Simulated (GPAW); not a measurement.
**CoSi2: optical spectrum from first principles**

Aim: the dielectric function of CoSi2, and the optical constants that follow from it. The cell comes from an older database entry, whose edges can differ from later determinations, mostly by under a per cent.

Method: DFT, PBE, plane-wave PAW (GPAW data sets), scalar-relativistic, RPA, optical limit, in GPAW 26.7.0.

The database entry behind the starting cell differs from later determinations by our own check (0.1 to 0.3 % short, probably kX units), so it need not match the best structure at ambient conditions.

### Step 1. Starting point

The structure is cubic, space group Fm-3m (No. 225). Conventional cell: a = 5.356 Å, b = 5.356 Å, c = 5.356 Å, α = 90.00°, β = 90.00°, γ = 90.00°. Nearest to Co lie 8 Si at 2.32 Å. Nearest to Si lie 4 Co at 2.32 Å. Farther neighbours are not listed.

Coordinates:

```cif
data_structure
_symmetry_space_group_name_H-M 'Fm-3m'
_symmetry_Int_Tables_number 225
_cell_length_a 5.3560
_cell_length_b 5.3560
_cell_length_c 5.3560
_cell_angle_alpha 90.000
_cell_angle_beta 90.000
_cell_angle_gamma 90.000
_cell_volume 153.65
loop_
_atom_site_label
_atom_site_type_symbol
_atom_site_symmetry_multiplicity
_atom_site_Wyckoff_symbol
_atom_site_fract_x
_atom_site_fract_y
_atom_site_fract_z
_atom_site_occupancy
Co1 Co 4 a 0.00000 0.00000 0.00000 1
Si1 Si 8 c 0.25000 0.25000 0.75000 1
```

### Step 2. Ground state

The self-consistent density comes first; it also tells whether there is a gap, which decides the occupations and the need for a Drude term.

This step: DFT, PBE, plane-wave PAW (GPAW data sets), scalar-relativistic, ground state (GPAW 26.7.0).

Input file gs.py:

```python
from ase import Atoms
from ase.dft.bandgap import bandgap
from gpaw import GPAW, PW, FermiDirac

atoms = Atoms(['Co', 'Si', 'Si'],
              cell=[[0.000000000000, 2.678000000000, 2.678000000000],
                    [2.678000000000, 0.000000000000, 2.678000000000],
                    [2.678000000000, 2.678000000000, 0.000000000000]],
              scaled_positions=[[0.000000000000, 0.000000000000, 0.000000000000],
                                [0.750000000000, 0.750000000000, 0.750000000000],
                                [0.250000000000, 0.250000000000, 0.250000000000]],
              pbc=[True, True, True])
atoms.set_initial_magnetic_moments([2.0, 0.0, 0.0])
atoms.calc = GPAW(mode=PW(500), xc='PBE', kpts={'size': (7, 7, 7), 'gamma': True},
                  occupations=FermiDirac(0.05), maxiter=150, txt='gs.txt')
print('energy (eV)', atoms.get_potential_energy())
print('Fermi level (eV)', atoms.calc.get_fermi_level())
print('valence electrons', atoms.calc.get_number_of_electrons())
print('gap (eV)', bandgap(atoms.calc, output=None)[0])
print('direct gap (eV)', bandgap(atoms.calc, direct=True, output=None)[0])
print('moments', atoms.get_magnetic_moments().round(3).tolist())
atoms.calc.write('gs.gpw')
```

Command:

```
$ OMP_NUM_THREADS=1 python gs.py
```

Numbers of over 12 decimals in the logs are rounded to 6 here.

Output:

```text
__  _  _
 | _ |_)|_||  |
 |__||  | ||/\| - 26.7.0

Versions:
  Python: 3.12.14
  ASE:    3.29.0
  Numpy:  2.5.5
  Scipy:  1.18.1
  Libxc:  7.0.0

Input parameters:
  mode=PW(ecut=500.0),
  kpts=MonkhorstPack(size=(7, 7, 7), gamma=True),
  maxiter=150,
  occupations=Occupations(name='fermi-dirac', width=0.05, fixmagmom=False),
  xc=XC(name='PBE')

Diagonalizing LCAO Hamiltonian
Converting LCAO to pw mode

                    Si

           Si

       Co

Atoms  # Å, Bohr magnetons
|   | symbol |        x |        y |        z |    initial magnetic moments |
| 0 |     Co | 0.000000 | 0.000000 | 0.000000 | ( 0.0000,  0.0000,  2.0000) |
| 1 |     Si | 4.017000 | 4.017000 | 4.017000 | ( 0.0000,  0.0000,  0.0000) |
| 2 |     Si | 1.339000 | 1.339000 | 1.339000 | ( 0.0000,  0.0000,  0.0000) |

Unit cell  # Å
| periodic |        x |        y |        z |  lengths |    angles |
|      yes | 0.000000 | 2.678000 | 2.678000 | 3.787264 | 60.000000 |
|      yes | 2.678000 | 0.000000 | 2.678000 | 3.787264 | 60.000000 |
|      yes | 2.678000 | 2.678000 | 0.000000 | 3.787264 | 60.000000 |

Number of symmetries: 48
Symmetry operations  # r_c * U_cc + t_c -> r_c
|    | kind |            matrix            |
|  0 |  σ   |  1, 0, 0,  1, 0,-1,  1,-1, 0 |
|  1 |  C2  |  1, 0, 0,  1,-1, 0,  1, 0,-1 |
|  2 |  E   |  1, 0, 0,  0, 1, 0,  0, 0, 1 |
|  3 |  σ   |  1, 0, 0,  0, 0, 1,  0, 1, 0 |
|  4 |  C4  |  1, 0,-1,  1, 0, 0,  1,-1, 0 |
|  5 |  S6  |  1, 0,-1,  1,-1, 0,  1, 0, 0 |
|  6 |  σ   |  1, 0,-1,  0, 1,-1,  0, 0,-1 |
|  7 |  C3  |  1, 0,-1,  0, 0,-1,  0, 1,-1 |
|  8 |  S6  |  1,-1, 0,  1, 0, 0,  1, 0,-1 |
|  9 |  C4  |  1,-1, 0,  1, 0,-1,  1, 0, 0 |
| 10 |  C3  |  1,-1, 0,  0,-1, 1,  0,-1, 0 |
| 11 |  σ   |  1,-1, 0,  0,-1, 0,  0,-1, 1 |
| 12 |  σ   |  0, 1, 0,  1, 0, 0,  0, 0, 1 |
| 13 |  C4  |  0, 1, 0,  0, 1,-1, -1, 1, 0 |
| 14 |  C3  |  0, 1, 0,  0, 0, 1,  1, 0, 0 |
| 15 |  S6  |  0, 1, 0, -1, 1, 0,  0, 1,-1 |
| 16 |  C2  |  0, 1,-1,  1, 0,-1,  0, 0,-1 |
| 17 |  σ   |  0, 1,-1,  0, 1, 0, -1, 1, 0 |
| 18 |  S4  |  0, 1,-1,  0, 0,-1,  1, 0,-1 |
| 19 |  C4  |  0, 1,-1, -1, 1, 0,  0, 1, 0 |
| 20 |  C3  |  0, 0, 1,  1, 0, 0,  0, 1, 0 |
| 21 |  σ   |  0, 0, 1,  0, 1, 0,  1, 0, 0 |
| 22 |  S6  |  0, 0, 1,  0,-1, 1, -1, 0, 1 |
| 23 |  C4  |  0, 0, 1, -1, 0, 1,  0,-1, 1 |
| 24 |  S4  |  0, 0,-1,  1, 0,-1,  0, 1,-1 |
| 25 |  C3  |  0, 0,-1,  0, 1,-1,  1, 0,-1 |
| 26 |  C2  |  0, 0,-1,  0,-1, 0, -1, 0, 0 |
| 27 |  S6  |  0, 0,-1, -1, 0, 0,  0,-1, 0 |
| 28 |  S4  |  0,-1, 1,  1,-1, 0,  0,-1, 0 |
| 29 |  C4  |  0,-1, 1,  0, 0, 1, -1, 0, 1 |
| 30 |  C2  |  0,-1, 1,  0,-1, 0,  1,-1, 0 |
| 31 |  σ   |  0,-1, 1, -1, 0, 1,  0, 0, 1 |
| 32 |  C3  |  0,-1, 0,  1,-1, 0,  0,-1, 1 |
| 33 |  S6  |  0,-1, 0,  0, 0,-1, -1, 0, 0 |
| 34 |  S4  |  0,-1, 0,  0,-1, 1,  1,-1, 0 |
| 35 |  C2  |  0,-1, 0, -1, 0, 0,  0, 0,-1 |
| 36 |  C2  | -1, 1, 0,  0, 1, 0,  0, 1,-1 |
| 37 |  S6  | -1, 1, 0,  0, 1,-1,  0, 1, 0 |
| 38 |  S4  | -1, 1, 0, -1, 0, 1, -1, 0, 0 |
| 39 |  C3  | -1, 1, 0, -1, 0, 0, -1, 0, 1 |
| 40 |  S6  | -1, 0, 1,  0, 0, 1,  0,-1, 1 |
| 41 |  C2  | -1, 0, 1,  0,-1, 1,  0, 0, 1 |
| 42 |  C3  | -1, 0, 1, -1, 1, 0, -1, 0, 0 |
| 43 |  S4  | -1, 0, 1, -1, 0, 0, -1, 1, 0 |
| 44 |  C2  | -1, 0, 0,  0, 0,-1,  0,-1, 0 |
| 45 |  i   | -1, 0, 0,  0,-1, 0,  0, 0,-1 |
| 46 |  σ   | -1, 0, 0, -1, 1, 0, -1, 0, 1 |
| 47 |  C2  | -1, 0, 0, -1, 0, 1, -1, 1, 0 |

BZ-sampling:
  Number of BZ points: 343
  Number of IBZ points: 20

  Monkhorst-Pack size: [7, 7, 7]
  Monkhorst-Pack shift: [0, 0, 0]

K-points  # in reciprocal-cell coordinates
|     |                                coordinates |     weight |
|   0 | (  0.00000000,   0.00000000,   0.00000000) | 0.00291545 |
|   1 | (  0.14285714,   0.14285714,   0.00000000) | 0.01749271 |
|   2 | (  0.14285714,   0.14285714,   0.14285714) | 0.02332362 |
|   3 | (  0.28571429,   0.14285714,   0.14285714) | 0.03498542 |
|   4 | (  0.28571429,   0.28571429,   0.00000000) | 0.01749271 |
|   5 | (  0.28571429,   0.28571429,   0.14285714) | 0.06997085 |
|   6 | (  0.28571429,   0.28571429,   0.28571429) | 0.02332362 |
|   7 | (  0.42857143,  -0.28571429,  -0.28571429) | 0.03498542 |
|   8 | (  0.42857143,   0.28571429,  -0.42857143) | 0.13994169 |
|   9 | (  0.42857143,   0.28571429,  -0.28571429) | 0.06997085 |
| ... |                                            |            |
|  19 | (  0.42857143,   0.42857143,   0.42857143) | 0.02332362 |

Plane wave coefficients: 990
Cutoff: 500.0 eV

Spin-components: 2 (collinear spins)
Bands:           16
Projectors:      16
Spin-degeneracy: 1
Datatype:        complex128

Parallelization:
  kpt:    1
  domain: 1
  band:   1

Density:
  Valence electrons: 17.0
  Components: 2
  Grid points: [20 20 20]
  Charge: 0.0  # |e|

Potential:
  Grid points: [20 20 20]

species:
  Co:
    name:    Cobalt
    id:
    Z:       27.0
    valence: 9
    core:    18
    charge:  0.0  # [|e|]
    compensation charges:
      type: gauss
      rc: 0.32  # [Å]
      lmax: 2
    cutoffs:
      filter: 1.87  # [Å]
      core: 2.55  # [Å]
    projectors
    | kind |    occ | energy [eV] | rcut [Å] |
    |   4s |  2.000 |      -5.469 |    1.005 |
    |   4p |  0.000 |      -1.277 |    1.058 |
    |   3d |  7.000 |      -8.205 |    1.005 |
    |    s |        |      21.742 |    1.005 |
    |    p |        |      25.934 |    1.058 |
    |    d |        |      19.007 |    1.005 |

    Using partial waves for Co as LCAO basis

  Si:
    name:    Silicon
    id:
    Z:       14.0
    valence: 4
    core:    10
    charge:  0.0  # [|e|]
    compensation charges:
      type: gauss
      rc: 0.33  # [Å]
      lmax: 2
    cutoffs:
      filter: 1.86  # [Å]
      core: 2.06  # [Å]
    projectors
    | kind |    occ | energy [eV] | rcut [Å] |
    |   3s |  2.000 |     -10.812 |    1.058 |
    |   3p |  2.000 |      -4.081 |    1.058 |
    |    s |        |      16.399 |    1.058 |
    |    p |        |      23.130 |    1.058 |
    |    d |        |       0.000 |    1.058 |

    Using partial waves for Si as LCAO basis

Reference energy: -53675.398406  # eV

eigensolver:
  PPCG
  Converge bands: occupied
  niter=2

density mixing:
  MSR1-Mixer
  Pratt-step length: 0.05
  Maximum mixing coefficient: 0.75
  Old densities: 10
  SVD Regularization: 0.005
  Good broyden scale: 1.0
  Trust region scale: 1.0
  Backstep threshold: 4.0
  History deletion threshold: 6.0
  Fourier metric: weight=20.0, sigma=0.015

occupation numbers:
  Fermi-Dirac:
    width: 0.0500  # eV

poisson solver:
  ecut: 4000.0  # eV

xc functional:
  name: PBE with 2 nearest neighbor stencil

convergence criteria:
- Maximum [total energy] change in last 3 cyles: 0.0005 eV / valence electron
- Maximum integral of absolute [dens]ity change: 0.0001 electrons / valence electron
- Maximum integral of absolute [eigenst]ate change: 4e-08 eV^2 / valence electron
maximum number of iterations: 150

SCF iterations
|iter     |      energy | eigst |  dens |  magmom |
|iter:   1||  -20.648892 | +0.67 |       |  +2.0044|
|iter:   2||  -20.302978 | -1.34 | -0.63 |  +1.9190|
|iter:   3||  -20.165918 | -2.16 | -0.69 |  +1.3695|
|iter:   4||  -20.289400 | -2.24 | -0.91 |  +0.6120|
|iter:   5||  -20.344739 | -2.39 | -1.34 |  +0.2176|
|iter:   6||  -20.362680 | -2.62 | -1.65 |  -0.1440|
|iter:   7||  -20.364775 | -3.95 | -1.95 |  -0.0354|
|iter:   8||  -20.364901c| -4.88 | -2.48 |  -0.0040|
|iter:   9||  -20.364904c| -6.29 | -3.42 |  -0.0019|
|iter:  10||  -20.364904c| -7.16 | -3.88 |  -0.0004|
|iter:  11||  -20.364904c| -7.83c| -4.57c|  +0.0000|

Converged in 11 steps
SCF loop duration: 11.476 s (1.043 s/step)
Energy contributions relative to reference atoms: (reference = -53675.398406)

Energy contributions:
  Kinetic:          18.854652
  Coulomb:         -13.557412
  Zero:              0.114129
  External:          0.000000
  Xc:              -25.771973
  Entropy:          -0.008600
  Spinorbit:         0.000000
  ----------------------------
  Free energy:     -20.369204
  Extrapolated:    -20.364904

dipole moment: (-14.485421, -14.485421, -14.485421)  # |e|*Ang

Total magnetic moment: (0.000000, 0.000000, 0.000015)

Local magnetic moments
|        x |        y |         z |
| 0.000000 | 0.000000 |  0.000028 |  # Co   0
| 0.000000 | 0.000000 | -0.000002 |  # Si   1
| 0.000000 | 0.000000 | -0.000002 |  # Si   2

Fermi level: 9.680
Eigenvalues  # (at kpt = [0.000, 0.000, 0.000])
| band index |      eig [eV] | occ [0-1] |      eig [eV] | occ [0-1] |
|          0 |        -3.494 |     1.000 |        -3.494 |     1.000 |
|          1 |         5.579 |     1.000 |         5.579 |     1.000 |
|          2 |         5.579 |     1.000 |         5.579 |     1.000 |
|          3 |         5.579 |     1.000 |         5.579 |     1.000 |
|          4 |         7.744 |     1.000 |         7.744 |     1.000 |
|          5 |         7.744 |     1.000 |         7.744 |     1.000 |
|          6 |        10.420 |     0.000 |        10.420 |     0.000 |
|          7 |        13.074 |     0.000 |        13.074 |     0.000 |
|          8 |        13.074 |     0.000 |        13.074 |     0.000 |
|          9 |        13.074 |     0.000 |        13.074 |     0.000 |
|         10 |        13.101 |     0.000 |        13.101 |     0.000 |
|         11 |        13.101 |     0.000 |        13.101 |     0.000 |
|         12 |        13.101 |     0.000 |        13.101 |     0.000 |
|         13 |        15.334 |     0.000 |        15.334 |     0.000 |
|        ... |               |           |               |           |
|         15 |        15.334 |     0.000 |        15.334 |     0.000 |

No gap
No difference between direct/indirect transitions

--- standard output ---
energy (eV) -20.364904
Fermi level (eV) 9.679826
valence electrons 17.0
gap (eV) 0.0
direct gap (eV) 0.0
moments [0.0, -0.0, -0.0]
```

Run time: 14 s. Hardware: 1 thread of Arm Neoverse V1, shared host; peak memory 0.15 GiB.

Read-outs, printed or worked out from the files:

| Quantity | Value |
| --- | --- |
| energy | -20.36 eV |
| Fermi energy | 9.680 eV |
| electrons | 17 |

There are states at the Fermi level within the smearing, so the occupations stay smeared and the carriers get a Drude term.

### Step 3. Bands for the response

At the fixed density, many empty bands are solved on the mesh of the response, since the spectrum sums over them.

This step: DFT, PBE, plane-wave PAW (GPAW data sets), scalar-relativistic, bands at fixed density (GPAW 26.7.0).

Input file nscf.py:

```python
from ase.dft.bandgap import bandgap
from gpaw import GPAW, FermiDirac

calc = GPAW('gs.gpw').fixed_density(kpts={'size': (16, 16, 16), 'gamma': True}, nbands=36, convergence={'bands': 30},
                                    occupations=FermiDirac(0.05), txt='nscf.txt')
print('gap (eV)', bandgap(calc, output=None)[0])
print('direct gap (eV)', bandgap(calc, direct=True, output=None)[0])
print('top band over the Fermi level (eV)', min(calc.get_eigenvalues(kpt=k)[29] for k in range(len(calc.get_ibz_k_points()))) - calc.get_fermi_level())
calc.write('full.gpw', mode='all')
```

Command:

```
$ OMP_NUM_THREADS=1 python nscf.py
```

Output:

```text
Diagonalizing LCAO Hamiltonian
Converting LCAO to pw mode
convergence criteria:
- Maximum integral of absolute [eigenst]ate change: 4e-08 eV^2 / valence electron
maximum number of iterations: 150

SCF iterations
|iter     |      energy | eigst |  dens |  magmom |
|iter:   1||             | +3.01 |       |  +0.0000|
|iter:   2||             | +1.10 |       |  +0.0000|
|iter:   3||             | -0.27 |       |  +0.0000|
|iter:   4||             | -1.11 |       |  +0.0000|
|iter:   5||             | -2.05 |       |  +0.0000|
|iter:   6||             | -2.60 |       |  +0.0000|
|iter:   7||             | -3.28 |       |  +0.0000|
|iter:   8||             | -3.55 |       |  +0.0000|
|iter:   9||             | -3.75 |       |  +0.0000|
|iter:  10||             | -3.86 |       |  +0.0000|
[... 32 further cycles ...]
|iter:  43||             | -6.74 |       |  +0.0000|
|iter:  44||             | -6.88 |       |  +0.0000|
|iter:  45||             | -6.98 |       |  +0.0000|
|iter:  46||             | -7.08 |       |  +0.0000|
|iter:  47||             | -7.15 |       |  +0.0000|
|iter:  48||             | -7.22 |       |  +0.0000|
|iter:  49||             | -7.27 |       |  +0.0000|
|iter:  50||             | -7.35 |       |  +0.0000|
|iter:  51||             | -7.38 |       |  +0.0000|
|iter:  52||             | -7.43c|       |  +0.0000|
SCF steps: 52
  __  _  _
 | _ |_)|_||  |
 |__||  | ||/\| - 26.7.0

Versions:
  Python: 3.12.14
  ASE:    3.29.0
  Numpy:  2.5.5
  Scipy:  1.18.1
  Libxc:  7.0.0

Input parameters:
  mode=PW(ecut=500.0),
  convergence={'bands': 30},
  gpts=array([20, 20, 20]),
  kpts=MonkhorstPack(size=(16, 16, 16), gamma=True),
  maxiter=150,
  nbands=36,
  occupations=Occupations(name='fermi-dirac', width=0.05, fixmagmom=False),
  parallel={},
  xc=XC(name='PBE')

--- standard output ---
gap (eV) 0.0
direct gap (eV) 0.0
top band over the Fermi level (eV) 26.384848
```

Run time: 8.7 min. Hardware: 1 thread; peak memory 0.35 GiB.

[end of part 1 of 2]

[Machine, clock and banner lines and Python warnings are left out of the logs.]

[Logs are printed without paths, hosts, clocks, repeated set-up lines and the standing remarks that a program may print on its own settings, such as how far it seeks lower states.]

[Hosts, paths, dates, database ids (printed as entryN), source tags and the programs' standing remarks are cut or masked in the printed files.]
